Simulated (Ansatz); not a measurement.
# A hypothetical structure for Mn2SbP, part 2 of 2

Starting from a made-up structure for Mn2SbP, the aim is the relaxed cell, its shortest contacts and, where a second run follows, its electronic structure.

Ansatz 0.2.0; DFT, PBEsol, plane-wave PAW, files of the set soft_1, scalar-relativistic, ferromagnetic start, cell and ions relaxed at zero pressure; PAW set soft_1 (the session's first sound run).

So far: The starting structure; Relaxing cell and atoms. The relaxed cell has a = 3.241, c = 6.420 Å (conventional setting).

In doubt: warnings of the run leave room for a lower electronic state, so energies may not be the lowest and differences between runs may mislead.

## Step 3: Bands of the relaxed cell

A second self-consistent run takes a narrower smearing and the mesh shown in its input; the bands follow along the standard path of the relaxed lattice.

This step: DFT, PBEsol, plane-wave PAW, files of the set soft_1, scalar-relativistic, ferromagnetic start, bands and density of states at the relaxed cell; PAW set soft_1 (Ansatz 0.2.0).

Input file input.yaml:

```yaml
crystal:
  lattice:
    - [3.2409776467, 0.0, 0.0]
    - [-1.6204888234, 2.8067689752, 0.0]
    - [0.0, 0.0, 6.4204810478]
  atoms:
    - { symbol: Sb, position: [0.0, 0.0, 0.0] }
    - { symbol: Mn, position: [0.6666666667, 0.3333333333, 0.2941093481], spin: 1.8 }
    - { symbol: Mn, position: [0.6666666667, 0.3333333333, 0.7058906519], spin: 1.8 }
    - { symbol: P, position: [0.3333333333, 0.6666666667, 0.5] }
magnetization:
  spin_polarized: true
kpoints:
  mp_grid: { grid: [12, 12, 6] }
  band_path:
    path:
      - [[0.0, 0.0, 0.0], [0.5, 0.0, 0.0], [0.33333333, 0.33333333, 0.0], [0.0, 0.0, 0.0], [0.0, 0.0, 0.5], [0.5, 0.0, 0.5], [0.33333333, 0.33333333, 0.5], [0.0, 0.0, 0.5]]
      - [[0.5, 0.0, 0.5], [0.5, 0.0, 0.0]]
      - [[0.33333333, 0.33333333, 0.0], [0.33333333, 0.33333333, 0.5]]
    npoints: 8
scf:
  occupations: { method: fermi_dirac, width: 0.03 }
  n_extra_bands: 10
hamiltonian:
  xc: pbesol
  pseudopotentials: { kind: paw, azcp: { folder: soft_1 }, xc_functional: pbe }
output:
  forces: true
  stress: true
  write_bands: true
  dos: { projected: true }
  write_density: true
  write_potential: true
  elf: true
  volumetric_format: npy
```

Command:

```bash
$ ansatz run input.yaml --threads 4 --pin off --max-ram 8192MiB --backend cpu --events-out ev --progress --plain --runs-dir out
```

Numbers of over 12 decimals in the logs are rounded to 6 here.

Output:

```text
[...]
Crystal: 4 atoms, lattice volume = 58.405 Å³
Basis set: ecut = 420 eV, 1137 PW (Γ), exchange–correlation on 48×48×90 points (8 copies of the dense FFT grid, shifted against one another)
Bands: 35, of which v1, the nominal top of the filled ones, is band 25 counted from 1 (24 counted from 0)
Symmetry: 12 space group operations
[...]
k-points: 76 of 864 (time reversal used)
[...]
Starting moments: Σ|m| = 3.6 μB on 2 of 4 sites
[...]
SCF iter   1: F=—  HF=-14885.392759 eV  |F-HF|=—  |Δ(HF+E_count)|=         —  Δρ=3.37e-2 (↑2.90e-2 ↓3.37e-2)  dr2=3.56e0  dr2_m=5.27e-2  M=3.238 μB ∫|m|=3.655 μB  β_m=0.30  ethr=3.10e-3  ⟨swp⟩=6.8  Hψ=23364  notcnv=0  defer=1
[...]
SCF iter  14: F=-14886.496300 eV  HF=-14886.496300 eV  |F-HF|=3.22e-9  |Δ(HF+E_count)|=   3.45e-9  Δρ=8.84e-7 (↑8.14e-7 ↓8.84e-7)  dr2=4.14e-9  dr2_m=1.54e-11  M=3.472 μB ∫|m|=4.119 μB  ethr=6.32e-11  ⟨swp⟩=12.7  Hψ=34344  notcnv=0
SCF 1 converged in 14 iterations: F = -14886.496300 eV  dr2 = 4.14e-9
[...]
NSCF: frozen V_eff on 75 k-points
SCF converged after 14 iterations
Magnetization: 3.4718 μB (26.7359 up, 23.2641 down)
Absolute magnetization: 4.1199 μB (∫|ρ↑−ρ↓|, with the PAW one-centre terms)
[...]
Per-site moments (μB) at R_I (Å): [(-0.073975, 1.096589), (1.766922, 0.945046), (1.766922, 0.945046), (-0.101928, 0.945046)]
Free energy (F): -14886.496300 eV
[...]
Internal energy: -14886.488291 eV  (E = F + TS)
E sigma→0 (E₀):  -14886.492295 eV
Entropy (-TS):   -0.008010 eV (-2.002 meV/atom)
Fermi energy:    15.813935 eV
[...]
--- Forces (eV/Å), atoms counted from 1 ---
  atom   1  Sb    -0.00000000     0.00000000     0.00000000
  atom   2  Mn     0.00000000    -0.00000000     0.00439742
  atom   3  Mn     0.00000000    -0.00000000    -0.00439742
  atom   4  P      0.00000000    -0.00000000     0.00000000
  max |Σ_I F_I| component: 2.78e-17 eV/Å
--- Stress (GPa, compression-positive) ---
       -0.333840       0.000000       0.000000
        0.000000      -0.333840       0.000000
        0.000000       0.000000      -0.230340
  P = ⅓ Tr σ = -0.2993 GPa (-2.993 kbar)
--- Band table (eV; the first three rows and the last of 152) ---
  k-point 0 ↑: bands = [... 21 lower, 13.8537, 13.8550, 13.8550, 14.8442, 14.8442, 17.1025, 19.0744, 19.0744, ... 6 higher]
  k-point 1 ↑: bands = [... 21 lower, 13.8080, 13.8640, 13.8640, 14.8054, 14.8054, 16.8566, 19.2098, 19.2098, ... 6 higher]
  k-point 2 ↑: bands = [... 21 lower, 13.7045, 13.8857, 13.8857, 14.7326, 14.7326, 16.5062, 19.5116, 19.5116, ... 6 higher]
  k-point 75 ↓: bands = [... 21 lower, 14.7254, 15.8388, 16.2628, 16.7933, 17.0665, 17.0862, 17.4429, 17.4904, ... 6 higher]
```

Run time: 19 s. Hardware: 4 threads of Arm Neoverse V1, shared host; peak memory 0.52 GiB; 72 s of CPU time.

This step gave:

| Item | Value |
| --- | --- |
| free energy | -14886.4963 eV |
| energy at zero smearing | -14886.4923 eV |
| smearing term TS | 0.008010 eV |
| Fermi energy | 15.81 eV |
| magnetization | 3.472 μB |
| absolute magnetization | 4.120 μB |
| site moments | -0.07397, 1.767, 1.767, -0.1019 μB |
| pressure | -0.2993 GPa |

From bands.tsv, the bands that come nearest the Fermi level along the path, at its corners, in eV from the Fermi level:

```
point  band_26_up  band_27_up  band_28_up  band_21_dn  band_22_dn  band_23_dn  band_24_dn  band_25_dn
    Γ        1.29        3.26        3.26       -0.45       -0.44       -0.44        0.63        0.63
    M       -0.46       -0.01        0.81       -0.53       -0.01        0.19        1.05        1.18
    K       -0.76        0.99        1.08       -0.34        0.14        0.25        0.58        0.88
    Γ        1.29        3.26        3.26       -0.45       -0.44       -0.44        0.63        0.63
    A        0.56        3.87        3.87       -0.81       -0.39       -0.39        0.48        0.48
    L       -0.28        1.50        1.83       -1.05       -0.50        0.90        1.01        1.09
    H       -0.35        0.01        0.06       -1.09        0.02        0.45        0.98        1.25
    A        0.56        3.87        3.87       -0.81       -0.39       -0.39        0.48        0.48
    L       -0.28        1.50        1.83       -1.05       -0.50        0.90        1.01        1.09
    M       -0.46       -0.01        0.81       -0.53       -0.01        0.19        1.05        1.18
    K       -0.76        0.99        1.08       -0.34        0.14        0.25        0.58        0.88
    H       -0.35        0.01        0.06       -1.09        0.02        0.45        0.98        1.25
```

Spin density in the ac plane at fractional y = 0.333, with atoms of Mn within 0.2 Å of it.

Ten even steps from '0' (0.0 e/Å³) to '9' (3.6 e/Å³), each cell a mean:
```
00000000000000000
00000000000000000
00000000000000000
00000000000000000
00000000001110000
00000000013552100
00000000136985210
00000000125774100
00000000001221000
00000000000000000
00000000000000000
00000000000000000
00000000000000000
00000000000000000
00000000001221000
00000000013553100
00000000136995210
00000000024663100
00000000001221000
00000000000000000
00000000000000000
00000000000000000
00000000000000000
00000000000000000
```
Columns run along a (3.2 Å), rows up along c (6.4 Å). Atoms in or near the plane, at fractional coordinates: Mn at (0.67, 0.29), Mn at (0.67, 0.71).

ELF in the ac plane at fractional y = 0.333, with atoms of Mn within 0.2 Å of it. It is the smooth field of the valence electrons, not physical close to the nuclei.

Ten even steps from '0' (0.14) to '9' (0.79), each cell a mean:
```
43333344432112344
44444444421112344
55445554210000134
34444431001110012
12333200123443100
01221000257886420
01221001468998530
02333101368997520
25665421134654211
56777642111221013
77777765210000135
78777776432222356
77777775321111246
67777653101110013
35666521124543211
13444211257886420
01222001468998530
01121000358887520
02232100135554210
34444321001111001
45555543200000124
44444454321011344
43333344432112344
33333334432112344
```
Columns run along a (3.2 Å), rows up along c (6.4 Å). Atoms in or near the plane, at fractional coordinates: Mn at (0.67, 0.29), Mn at (0.67, 0.71).

Valence density in the ac plane at fractional y = 0.333, with atoms of Mn within 0.2 Å of it. It is the smooth field of the valence electrons, not physical close to the nuclei.

Values in e/Å³, 24 rows by 14 columns, each cell a mean:
```
 0  1  1  1  0  0  0  0  0  0  0  0  0  0
 0  0  0  0  0  0  0  0  0  0  0  0  0  0
 0  0  0  0  0  0  0  0  0  0  0  0  0  0
 0  0  0  0  0  0  0  0  1  1  1  1  0  0
 0  0  0  0  0  0  1  1  3  4  4  2  1  0
 0  0  0  0  0  0  1  4 10 15 13  7  2  1
 0  0  0  0  0  0  2  6 16 26 22 11  3  1
 0  0  0  0  0  0  1  5 13 21 18  9  3  1
 0  0  0  0  0  0  1  2  4  7  6  3  1  1
 0  0  0  0  0  0  0  1  1  2  1  1  1  0
 0  0  0  0  0  0  0  0  0  0  0  0  0  0
 0  0  0  0  0  0  0  0  0  0  0  0  0  0
 0  0  0  0  0  0  0  0  0  0  0  0  0  0
 0  0  0  0  0  0  0  1  1  1  1  1  0  0
 0  0  0  0  0  0  1  2  3  5  5  2  1  0
 0  0  0  0  0  0  1  4 10 16 13  7  2  1
 0  0  0  0  0  0  2  6 16 26 22 11  3  1
 0  0  0  0  0  0  1  5 12 19 16  8  3  1
 0  0  0  0  0  0  1  2  4  7  6  3  1  0
 0  0  0  0  0  0  0  1  1  1  1  1  0  0
 0  0  0  0  0  0  0  0  0  0  0  0  0  0
 0  0  0  0  0  0  0  0  0  0  0  0  0  0
 0  1  1  1  0  0  0  0  0  0  0  0  0  0
 0  1  1  1  0  0  0  0  0  0  0  0  0  0
```
Columns run along a (3.2 Å), rows up along c (6.4 Å). Atoms in or near the plane, at fractional coordinates: Mn at (0.67, 0.29), Mn at (0.67, 0.71).

## Step 4: Results

- space group, relaxed: P-6m2
- conventional cell: a = 3.241, b = 3.241, c = 6.420 Å; α = 90.0°, β = 90.0°, γ = 120.0°
- volume per atom: 14.60 Å³ (guess 19.25)
- total moment: 3.54 μB in the cell of 4 atoms

Mn2SbP relaxes to P-6m2 with a = 3.241, b = 3.241 and c = 6.420 Å. The guessed volume was 32 % too large. The space group P-6m2 was held in the relaxation, so the end point is a stationary structure within it and may be a saddle against distortions or other arrangements. The input starts from parallel moments, and no other start was typed. The electronic state may lie above the lowest one. Bands cross the Fermi level, so it is a metal or semimetal at this level. On the 12×12×6 mesh with the narrower smearing (relaxed on 8×8×5) the largest force component is 0.004 eV/Å and the largest stress component is 0.334 GPa, against the relaxation's thresholds of 0.015 eV/Å and 0.05 GPa. The cutoff wasn't tested. A vector of the cell changed its length by 17 %, more than the volume shows. Spin-orbit coupling is left out, which can matter for elements this heavy. No dispersion term is used, so weakly bound directions may come out too long. The program estimates, without running it, that another magnetic order lies lower than the one relaxed here. Nothing here tests whether the compound is stable against decomposition.

[Logs are printed without paths, hosts, clocks, repeated set-up lines and the standing remarks that a program may print on its own settings, such as how far it seeks lower states.]

[Hosts, paths, dates, database ids (printed as entryN), source tags and the programs' standing remarks are cut or masked in the printed files.]
